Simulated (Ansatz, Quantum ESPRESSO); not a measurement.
# TaBi (Pm-3m): phonons by linear response, part 2 of 4

How does TaBi (Pm-3m) vibrate, and is this structure a minimum?

Quantum ESPRESSO 7.5; DFT LDA, scalar-relativistic, plane waves, PseudoDojo norm-conserving pseudopotentials.

So far. Step 2 (A probe with smearing): No gap opens on this mesh, so smearing is kept; the start stands at -14 GPa. Step 4 (Self-consistent run for the response): The cell stands at -0.009 GPa, close enough for phonons. The relaxed cell has a = 3.442 Å (conventional setting).

The structure was built from a prototype and need not be the compound's stable phase.

## (5) Phonons on a q mesh

Linear response treats each wavevector in the unit cell, with no supercell; the 2×2×2 mesh fixes the range of the force constants to be had.

Input file ph.in:

```
phonons
&INPUTPH
  prefix       = 'x'
  outdir       = './tmp'
  fildyn       = 'x.dyn'
  tr2_ph       = 1.0d-18
  alpha_mix(1) = 0.4
  nmix_ph      = 8
  ldisp        = .true.
  nq1          = 2
  nq2          = 2
  nq3          = 2
/
```

Command:

```sh
$ OMP_NUM_THREADS=1 mpirun -n 4 ph.x -nk 4 -in ph.in > ph.out
```

The program printed:

```text
[banners, grids, parts of the stress and lines that vanish by symmetry left out]
[banner, memory and clock lines left out]
Program PHONON v.7.5

     ./tmp/x.save/

     IMPORTANT: XC functional enforced from input :
     Exchange-correlation= PW
                           (   1   4   0   0   0   0   0)
     Any further DFT definition will be discarded
     Please, verify this is what you really want

     G-vector sticks info

     Reading collected, re-writing distributed wavefunctions in ./tmp/

     Dynamical matrices for ( 2, 2, 2)  uniform grid of q-points
     (   4 q-points):
       N         xq(1)         xq(2)         xq(3)
       1   0.000000000   0.000000000   0.000000000
       2   0.000000000   0.000000000  -0.500000000
       3   0.000000000  -0.500000000  -0.500000000
       4  -0.500000000  -0.500000000  -0.500000000

     Number and degeneracy of irreps per q-point
       N         xq(1)         xq(2)         xq(3)   N irreps
       1   0.000000000   0.000000000   0.000000000       2
        3   3
       2   0.000000000   0.000000000  -0.500000000       4
        1   2   1   2
       3   0.000000000  -0.500000000  -0.500000000       4
        1   1   2   2
       4  -0.500000000  -0.500000000  -0.500000000       2
        3   3

     Calculation of q =    0.0000000   0.0000000   0.0000000

     phonons

     bravais-lattice index     =            0
     lattice parameter (alat)  =       6.5053  a.u.
     unit-cell volume          =     275.2991 (a.u.)^3
     number of atoms/cell      =            2
     number of atomic types    =            2
     kinetic-energy cut-off    =      70.0000  Ry
     charge density cut-off    =     280.0000  Ry
     convergence threshold     =      1.0E-18
     beta                      =       0.4000
     number of iterations used =            8
     Exchange-correlation= PW
                           (   1   4   0   0   0   0   0)

     celldm(1)=    6.50531  celldm(2)=    0.00000  celldm(3)=    0.00000
     celldm(4)=    0.00000  celldm(5)=    0.00000  celldm(6)=    0.00000

     crystal axes: (cart. coord. in units of alat)
               a(1) = (  1.0000  0.0000  0.0000 )
               a(2) = (  0.0000  1.0000  0.0000 )
               a(3) = (  0.0000  0.0000  1.0000 )

     reciprocal axes: (cart. coord. in units 2 pi/alat)
               b(1) = (  1.0000  0.0000  0.0000 )
               b(2) = (  0.0000  1.0000  0.0000 )
               b(3) = (  0.0000  0.0000  1.0000 )

     Atoms inside the unit cell:

     Cartesian axes

     site n.  atom      mass           positions (alat units)
        1  Bi    208.9804   tau(    1) = (    0.00000    0.00000    0.00000  )
        2  Ta    180.9479   tau(    2) = (    0.50000    0.50000    0.50000  )

     Computing dynamical matrix for
                    q = (   0.0000000   0.0000000   0.0000000 )

     49 Sym.Ops. (with q -> -q+G )

     G cutoff =  300.1476  (  21879 G-vectors)     FFT grid: ( 36, 36, 36)

     number of k points=    56  Marzari-Vanderbilt smearing, width (Ry)=  0.0200

     PseudoPot. # 1 for Bi read from file:
     ./pseudo/Bi.upf
     Pseudo is Norm-conserving + core correction, Zval = 15.0
     Using radial grid of 1454 points,  6 beta functions with:
                l(1) =   0
                l(2) =   0
                l(3) =   1
                l(4) =   1
                l(5) =   2
                l(6) =   2

     PseudoPot. # 2 for Ta read from file:
     ./pseudo/Ta.upf
     Pseudo is Norm-conserving + core correction, Zval = 13.0
     Using radial grid of 1432 points,  8 beta functions with:
                l(1) =   0
                l(2) =   0
                l(3) =   1
                l(4) =   1
                l(5) =   2
                l(6) =   2
                l(7) =   3
                l(8) =   3

     Mode symmetry, O_h (m-3m)  point group:

     Atomic displacements:
     There are    2 irreducible representations

     Representation     1      3 modes -  To be done

     Representation     2      3 modes -  To be done

     Alpha used in Ewald sum =   2.7000

     Representation #   1 modes #   1   2   3

     Self-consistent Calculation
      iter #   1   av.it.:   7.2
      thresh= 1.000E-02 alpha_mix =  0.400 |ddv_scf|^2 =  2.968E-06
      iter #   2   av.it.:  11.8
      thresh= 1.723E-04 alpha_mix =  0.400 |ddv_scf|^2 =  8.928E-08
      iter #   3   av.it.:  12.0
      thresh= 2.988E-05 alpha_mix =  0.400 |ddv_scf|^2 =  3.698E-09
      iter #   4   av.it.:  12.4
      thresh= 6.081E-06 alpha_mix =  0.400 |ddv_scf|^2 =  2.503E-10
      iter #   5   av.it.:  12.8
      thresh= 1.582E-06 alpha_mix =  0.400 |ddv_scf|^2 =  7.893E-13
      iter #   6   av.it.:  12.4
      thresh= 8.884E-08 alpha_mix =  0.400 |ddv_scf|^2 =  1.054E-13
      iter #   7   av.it.:  12.7
      thresh= 3.246E-08 alpha_mix =  0.400 |ddv_scf|^2 =  1.717E-15
      iter #   8   av.it.:  13.1
      thresh= 4.143E-09 alpha_mix =  0.400 |ddv_scf|^2 =  3.450E-17
      iter #   9   av.it.:  12.5
      thresh= 5.874E-10 alpha_mix =  0.400 |ddv_scf|^2 =  2.124E-18
      iter #  10   av.it.:  12.9
      thresh= 1.457E-10 alpha_mix =  0.400 |ddv_scf|^2 =  2.087E-20

     End of self-consistent calculation

     Convergence has been achieved

     Representation #   2 modes #   4   5   6

     Self-consistent Calculation
      iter #   1   av.it.:   7.6
      thresh= 1.000E-02 alpha_mix =  0.400 |ddv_scf|^2 =  4.977E-06
      iter #   2   av.it.:  11.8
      thresh= 2.231E-04 alpha_mix =  0.400 |ddv_scf|^2 =  4.238E-08
      iter #   3   av.it.:  12.2
      thresh= 2.059E-05 alpha_mix =  0.400 |ddv_scf|^2 =  4.231E-09
      iter #   4   av.it.:  12.5
      thresh= 6.504E-06 alpha_mix =  0.400 |ddv_scf|^2 =  2.160E-10
[...]
End of self-consistent calculation

     Convergence has been achieved

     Number of q in the star =    1
     List of q in the star:
          1   0.000000000   0.000000000   0.000000000

     Diagonalizing the dynamical matrix

     q = (    0.000000000   0.000000000   0.000000000 )

 **************************************************************************
     freq (    1) =      -0.031264 [THz] =      -1.042842 [cm-1]
     freq (    2) =      -0.031264 [THz] =      -1.042842 [cm-1]
     freq (    3) =      -0.031264 [THz] =      -1.042842 [cm-1]
     freq (    4) =       4.053111 [THz] =     135.197242 [cm-1]
     freq (    5) =       4.053111 [THz] =     135.197242 [cm-1]
     freq (    6) =       4.053111 [THz] =     135.197242 [cm-1]
 **************************************************************************

     Mode symmetry, O_h (m-3m)  point group:

     freq (   1-   3) =         -1.0  [cm-1]   --> T_1u G_15  G_4- I
     freq (   4-   6) =        135.2  [cm-1]   --> T_1u G_15  G_4- I

     Calculation of q =    0.0000000   0.0000000  -0.5000000
     [... set-up and bands at k+q left out ...]

     Mode symmetry, D_4h(4/mmm) point group:

     Atomic displacements:
     There are    4 irreducible representations

     Representation     1      1 modes -  To be done

     Representation     2      2 modes -  To be done

     Representation     3      1 modes -  To be done

     Representation     4      2 modes -  To be done

     Message from routine init_vloc:
     Interpolation table for Vloc re-allocated

     Alpha used in Ewald sum =   2.7000

     Representation #   1 mode #   1

     Self-consistent Calculation

[...]
End of self-consistent calculation

     Convergence has been achieved

     Representation #   2 modes #   2   3

     Self-consistent Calculation

[...]
End of self-consistent calculation

     Convergence has been achieved

     Representation #   3 mode #   4

     Self-consistent Calculation

[...]
End of self-consistent calculation

     Convergence has been achieved

     Representation #   4 modes #   5   6

     Self-consistent Calculation

[...]
End of self-consistent calculation

     Convergence has been achieved

     Number of q in the star =    3
     List of q in the star:
          1   0.000000000   0.000000000  -0.500000000
          2   0.000000000  -0.500000000   0.000000000
          3  -0.500000000   0.000000000   0.000000000

     Diagonalizing the dynamical matrix

     q = (    0.000000000   0.000000000  -0.500000000 )

 **************************************************************************
     freq (    1) =       2.713659 [THz] =      90.517920 [cm-1]
     freq (    2) =       2.713659 [THz] =      90.517920 [cm-1]
     freq (    3) =       2.824862 [THz] =      94.227251 [cm-1]
     freq (    4) =       2.943842 [THz] =      98.195993 [cm-1]
     freq (    5) =       2.943842 [THz] =      98.195993 [cm-1]
     freq (    6) =       4.054556 [THz] =     135.245424 [cm-1]
 **************************************************************************

     Mode symmetry, D_4h(4/mmm) point group:

     freq (   1-   2) =         90.5  [cm-1]   --> E_g  X_5  M_5
     freq (   3-   3) =         94.2  [cm-1]   --> A_1g X_1  M_1
     freq (   4-   5) =         98.2  [cm-1]   --> E_u  X_5' M_5'
     freq (   6-   6) =        135.2  [cm-1]   --> A_2u X_4' M_4'

     Calculation of q =    0.0000000  -0.5000000  -0.5000000
     [... set-up and bands at k+q left out ...]

     Mode symmetry, D_4h(4/mmm) point group:

     Atomic displacements:
     There are    4 irreducible representations

     Representation     1      1 modes -  To be done

     Representation     2      1 modes -  To be done

     Representation     3      2 modes -  To be done

     Representation     4      2 modes -  To be done

     Alpha used in Ewald sum =   2.7000

     Representation #   1 mode #   1

     Self-consistent Calculation

[...]
End of self-consistent calculation

     Convergence has been achieved

     Representation #   2 mode #   2

     Self-consistent Calculation

[...]
End of self-consistent calculation

     Convergence has been achieved

     Representation #   3 modes #   3   4

     Self-consistent Calculation

[...]
End of self-consistent calculation

     Convergence has been achieved

     Representation #   4 modes #   5   6

     Self-consistent Calculation

[...]
End of self-consistent calculation

     Convergence has been achieved

     Number of q in the star =    3
     List of q in the star:
          1   0.000000000  -0.500000000  -0.500000000
          2  -0.500000000  -0.500000000   0.000000000
          3  -0.500000000   0.000000000  -0.500000000

     Diagonalizing the dynamical matrix

     q = (    0.000000000  -0.500000000  -0.500000000 )

 **************************************************************************
     freq (    1) =       1.384445 [THz] =      46.180128 [cm-1]
     freq (    2) =       1.384445 [THz] =      46.180128 [cm-1]
     freq (    3) =       2.645840 [THz] =      88.255717 [cm-1]
     freq (    4) =       3.814470 [THz] =     127.237010 [cm-1]
     freq (    5) =       4.142839 [THz] =     138.190247 [cm-1]
     freq (    6) =       4.142839 [THz] =     138.190247 [cm-1]
 **************************************************************************

     Mode symmetry, D_4h(4/mmm) point group:

     freq (   1-   2) =         46.2  [cm-1]   --> E_u  X_5' M_5'
     freq (   3-   3) =         88.3  [cm-1]   --> A_2u X_4' M_4'
     freq (   4-   4) =        127.2  [cm-1]   --> B_1u X_2' M_2'
     freq (   5-   6) =        138.2  [cm-1]   --> E_u  X_5' M_5'

     Calculation of q =   -0.5000000  -0.5000000  -0.5000000
     [... set-up and bands at k+q left out ...]

     Mode symmetry, O_h (m-3m)  point group:

     Atomic displacements:
     There are    2 irreducible representations

     Representation     1      3 modes -  To be done

     Representation     2      3 modes -  To be done

     Alpha used in Ewald sum =   2.7000

     Representation #   1 modes #   1   2   3

     Self-consistent Calculation

[...]
End of self-consistent calculation

     Convergence has been achieved

     Representation #   2 modes #   4   5   6

     Self-consistent Calculation

[...]
iter #   4   av.it.:  12.6
      thresh= 6.858E-06 alpha_mix =  0.400 |ddv_scf|^2 =  1.769E-10

      iter #   5   av.it.:  12.2
      thresh= 1.330E-06 alpha_mix =  0.400 |ddv_scf|^2 =  2.826E-12

      iter #   6   av.it.:  12.1
      thresh= 1.681E-07 alpha_mix =  0.400 |ddv_scf|^2 =  3.640E-13

      iter #   7   av.it.:  12.4
      thresh= 6.033E-08 alpha_mix =  0.400 |ddv_scf|^2 =  7.010E-15

      iter #   8   av.it.:  12.9
      thresh= 8.373E-09 alpha_mix =  0.400 |ddv_scf|^2 =  2.453E-17

      iter #   9   av.it.:  12.1
      thresh= 4.953E-10 alpha_mix =  0.400 |ddv_scf|^2 =  5.942E-18

      iter #  10   av.it.:  12.6
      thresh= 2.438E-10 alpha_mix =  0.400 |ddv_scf|^2 =  3.449E-20

     End of self-consistent calculation

     Convergence has been achieved

     Number of q in the star =    1
     List of q in the star:
          1  -0.500000000  -0.500000000  -0.500000000

     Diagonalizing the dynamical matrix

     q = (   -0.500000000  -0.500000000  -0.500000000 )

 **************************************************************************
     freq (    1) =       1.412955 [THz] =      47.131117 [cm-1]
     freq (    2) =       1.412955 [THz] =      47.131117 [cm-1]
     freq (    3) =       1.412955 [THz] =      47.131117 [cm-1]
     freq (    4) =       4.102997 [THz] =     136.861232 [cm-1]
     freq (    5) =       4.102997 [THz] =     136.861232 [cm-1]
     freq (    6) =       4.102997 [THz] =     136.861232 [cm-1]
 **************************************************************************

     Mode symmetry, O_h (m-3m)  point group:

     freq (   1-   3) =         47.1  [cm-1]   --> T_2g G_25' G_5+
     freq (   4-   6) =        136.9  [cm-1]   --> T_1u G_15  G_4-


[key lines of the parts left out:]
the Fermi energy is    18.0785 ev
```

Wall time 12 min (4 MPI ranks of Intel Xeon Platinum 8375C at 2.90GHz (Ice Lake), shared host); 48 min of CPU time.

This step gave:

```yaml
largest_acoustic_frequency_at_the_zone_centre_before_the_sum_rule: -1.04 cm⁻¹
highest_optical_zone_centre_mode_no_lo_to_term: 135.2 cm⁻¹
lowest_optical_zone_centre_mode: 135.2 cm⁻¹
lowest_mode_on_the_q_mesh_acoustic_ones_at_the_zone_centre_apart: 46.18 cm⁻¹
```

Frequencies (cm⁻¹) at each irreducible wavevector; negative means imaginary. Frequencies by wavevector:

```
 q (fractions)  star  mode 1  mode 2  mode 3  mode 4  mode 5  mode 6
         0 0 0     1   -1.04   -1.04   -1.04   135.2   135.2   135.2
      0 0 -0.5     3   90.52   90.52   94.23    98.2    98.2   135.2
   0 -0.5 -0.5     3   46.18   46.18   88.26   127.2   138.2   138.2
-0.5 -0.5 -0.5     1   47.13   47.13   47.13   136.9   136.9   136.9
```

The acoustic modes at Γ come out as far as 1.0 cm⁻¹ from zero, where they should vanish, a small numerical error.

## (6) Force constants in real space

The dynamical matrices of the mesh are Fourier-transformed to force constants in real space.

Input file q2r.in:

```
&INPUT
  fildyn = 'x.dyn'
  zasr   = 'simple'
  flfrc  = 'x.fc'
/
```

Command:

```sh
$ q2r.x < q2r.in > q2r.out
```

The program printed:

```text
[banners, grids, parts of the stress and lines that vanish by symmetry left out]
[banner, memory and clock lines left out]
Program Q2R v.7.5

  reading grid info from file x.dyn0

  reading force constants from file x.dyn1
  Dielectric Tensor not found
  nqs=            1
 q=   0.00000000  0.00000000  0.00000000
  reading force constants from file x.dyn2
  nqs=            3
 q=   0.00000000  0.00000000 -0.50000000
[...]
reading force constants from file x.dyn3
  nqs=            3
[...]
q=  -0.50000000  0.00000000 -0.50000000
  reading force constants from file x.dyn4
  nqs=            1
 q=  -0.50000000 -0.50000000 -0.50000000

      q-space grid ok, #points =    8

      fft-check success (sum of imaginary terms < 10^-12)
```

It took 0.61 s on 1 thread.

(Continued in part 3 of 4.)

[Host names and launcher messages were left out of these logs when they were recorded.]

[Logs are printed without paths, hosts, clocks, repeated set-up lines and the standing remarks that a program may print on its own settings, such as how far it seeks lower states.]

[Hosts, paths, dates, database ids (printed as entryN), source tags and the programs' standing remarks are cut or masked in the printed files.]
